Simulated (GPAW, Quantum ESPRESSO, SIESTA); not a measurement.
# Bcc Mo from compression to expansion (PBE)

Aim: the equation of state of bcc Mo at PBE, from a volume scan solved by several programs.

Numbers are calculated unless marked as measured.

The experiments to compare with:

For Mo, body-centred cubic (bulk Mo, literature value), “Anisotropic Resistivity Size Effect in Epitaxial Mo(001) and Mo(011) Layers” (2023, pmc:10052566) quotes earlier work: lattice constant a (cubic lattice constant, literature experiment) 3.147 Å [literature experimental value used as input for the DFT calculation; temperature not …].

### Step 1. Set-up

The cell holds 1 atom (1 Mo). It starts from typed lattice constants, and its volume is changed by -8 to +8 %. Symmetry fixes shape and atoms, so all levels solve the scaled cells as they are.

### Step 2. One input

Quantum ESPRESSO 7.5: Kohn-Sham DFT, PBE, GBRV 1.5 ultrasoft pseudopotentials, plane waves. Its pw.in for the cell at +0 %:

```
&control
  calculation = 'scf'
  pseudo_dir = './pseudo'
  outdir = './tmp'
  disk_io = 'none'
  tprnfor = .true.
  tstress = .true.
/
&system
  ibrav = 0
  nat = 1
  ntyp = 1
  ecutwfc = 45
  ecutrho = 270
  occupations = 'smearing'
  smearing = 'fd'
  degauss = 0.007350
/
&electrons
  conv_thr = 1.0e-08
  electron_maxstep = 100
  mixing_beta = 0.3
  mixing_mode = 'plain'
  diagonalization = 'david'
/
ATOMIC_SPECIES
Mo 95.950 Mo.upf
CELL_PARAMETERS angstrom
-1.58000 1.58000 1.58000
1.58000 -1.58000 1.58000
1.58000 1.58000 -1.58000
ATOMIC_POSITIONS crystal
Mo 0.00000 0.00000 0.00000
K_POINTS automatic
14 14 14 0 0 0
```

Wall time 4.5 s (2 MPI ranks of Arm Neoverse V2, shared host); peak memory 0.17 GiB.

### Step 3. The levels

| level | basis or training data | k-meshes | runs finished | CPU time | peak memory (GiB) |
| --- | --- | --- | --- | --- | --- |
| QE, PBE (reference) | plane waves, GBRV 1.5 ultrasoft, 45/270 Ry | 14×14×14 | 9 of 9 | 83 s | 0.17 |
| GPAW plane waves, PBE | plane waves, PAW, 650 eV | 14×14×14 | 9 of 9 | 2.5 min | 0.34 |
| SIESTA DZP, PBE | DZP orbitals, shift 0.01 Ry, mesh 400 Ry | 14×14×14 | 9 of 9 | 4.7 min | 0.37 |

CPU times are sums over a level's finished runs on a shared host, and rough.

### Step 4. Energy and pressure

Energy over each level's lowest row (meV an atom), then pressure (GPa):

```
volume change (%)  volume (Å³/atom)  E, QE, PBE  E, GPAW plane waves, PBE  E, SIESTA DZP, PBE  P, QE, PBE  P, GPAW plane waves, PBE  P, SIESTA DZP, PBE
               -8            14.515       97.62                     96.41               90.04       25.53                     25.77               25.92
               -6            14.831       53.62                     52.89               47.17       18.08                     18.40               17.91
               -4            15.146       23.55                     23.20               19.04       11.36                     11.74               11.13
               -2            15.462        6.06                      6.00                3.49        5.33                      5.72                4.80
               +0            15.777        0.00                      0.00                0.00       -0.16                      0.29               -0.93
               +2            16.093        4.26                      4.23                6.84       -5.13                     -4.61               -6.00
               +4            16.408       17.80                     17.65               23.12       -9.50                     -9.04              -10.61
               +6            16.724       39.62                     39.35               48.01      -13.50                    -13.02              -14.48
               +8            17.040       69.06                     68.50               80.31      -17.21                    -16.60              -18.24
```

### Step 5. Fits

Third-order Birch–Murnaghan fits: the energy is a cubic in V^(−2/3), fitted to the energies of the rows that share one k-mesh, or through its derivative to the printed pressures. A tick marks the fit quoted below: that to energies where it misses by under 0.12 meV an atom, else that to pressures.

| level | fitted to | V0 (Å³/atom) | a (Å) | B0 (GPa) | B′ | r.m.s. miss |
| --- | --- | --- | --- | --- | --- | --- |
| QE, PBE | energies, 9 rows ✓ | 15.800 | 3.162 | 259.0 | 4.12 | 0.03 meV/atom |
| QE, PBE | pressures, 9 rows | 15.768 | 3.159 | 259.9 | 4.13 | 0.03 GPa |
| GPAW plane waves, PBE | energies, 9 rows ✓ | 15.799 | 3.161 | 256.4 | 4.10 | 0.02 meV/atom |
| GPAW plane waves, PBE | pressures, 9 rows | 15.795 | 3.161 | 256.3 | 4.12 | 0.01 GPa |
| SIESTA DZP, PBE | energies, 9 rows ✓ | 15.723 | 3.156 | 270.1 | 4.33 | 0.07 meV/atom |
| SIESTA DZP, PBE | pressures, 9 rows | 15.724 | 3.156 | 271.0 | 4.43 | 0.08 GPa |

### Step 6. Findings

From its energies, the reference gives V0 = 15.800 Å³ an atom (a = 3.162 Å), B0 = 259 GPa and B′ = 4.1. GPAW plane waves, PBE (energies) lies -0.01 % from it in volume and -1.0 % in bulk modulus. SIESTA DZP, PBE (energies) lies -0.49 % from it in volume and +4.3 % in bulk modulus. Where both fits stand, they agree on V0 within 0.3 %.

Calculation against experiment:

| quantity | measured | QE, PBE | GPAW plane waves, PBE | SIESTA DZP, PBE |
| --- | --- | --- | --- | --- |
| lattice constant a (Å) | 3.147 | 3.162 (+0.5 %) | 3.161 (+0.5 %) | 3.156 (+0.3 %) |

Measured values from pmc:10052566 (2023).

**Against experiment.** The reference's lattice constant a lies +0.5 % from the measured 3.147 Å, the other levels' +0.3 to +0.5 %. The grades are ours: good and fair within 0.7 and 1.5 % for the lattice constant a. Zero-point motion and thermal motion are not in the computed lattice constants.

Caveats: The nuclei are static, without zero-point or thermal motion. Spin–orbit coupling is left out. SIESTA's automatically made basis is far from complete, and its potentials were converted by us (checked for H, C, O, Si, Ge and Ca alone). The DFT runs use Fermi–Dirac occupations of width 0.1 eV, and energies are free energies.

[Logs are printed without paths, hosts, clocks, repeated set-up lines and the standing remarks that a program may print on its own settings, such as how far it seeks lower states.]

[Hosts, paths, dates, database ids (printed as entryN), source tags and the programs' standing remarks are cut or masked in the printed files.]
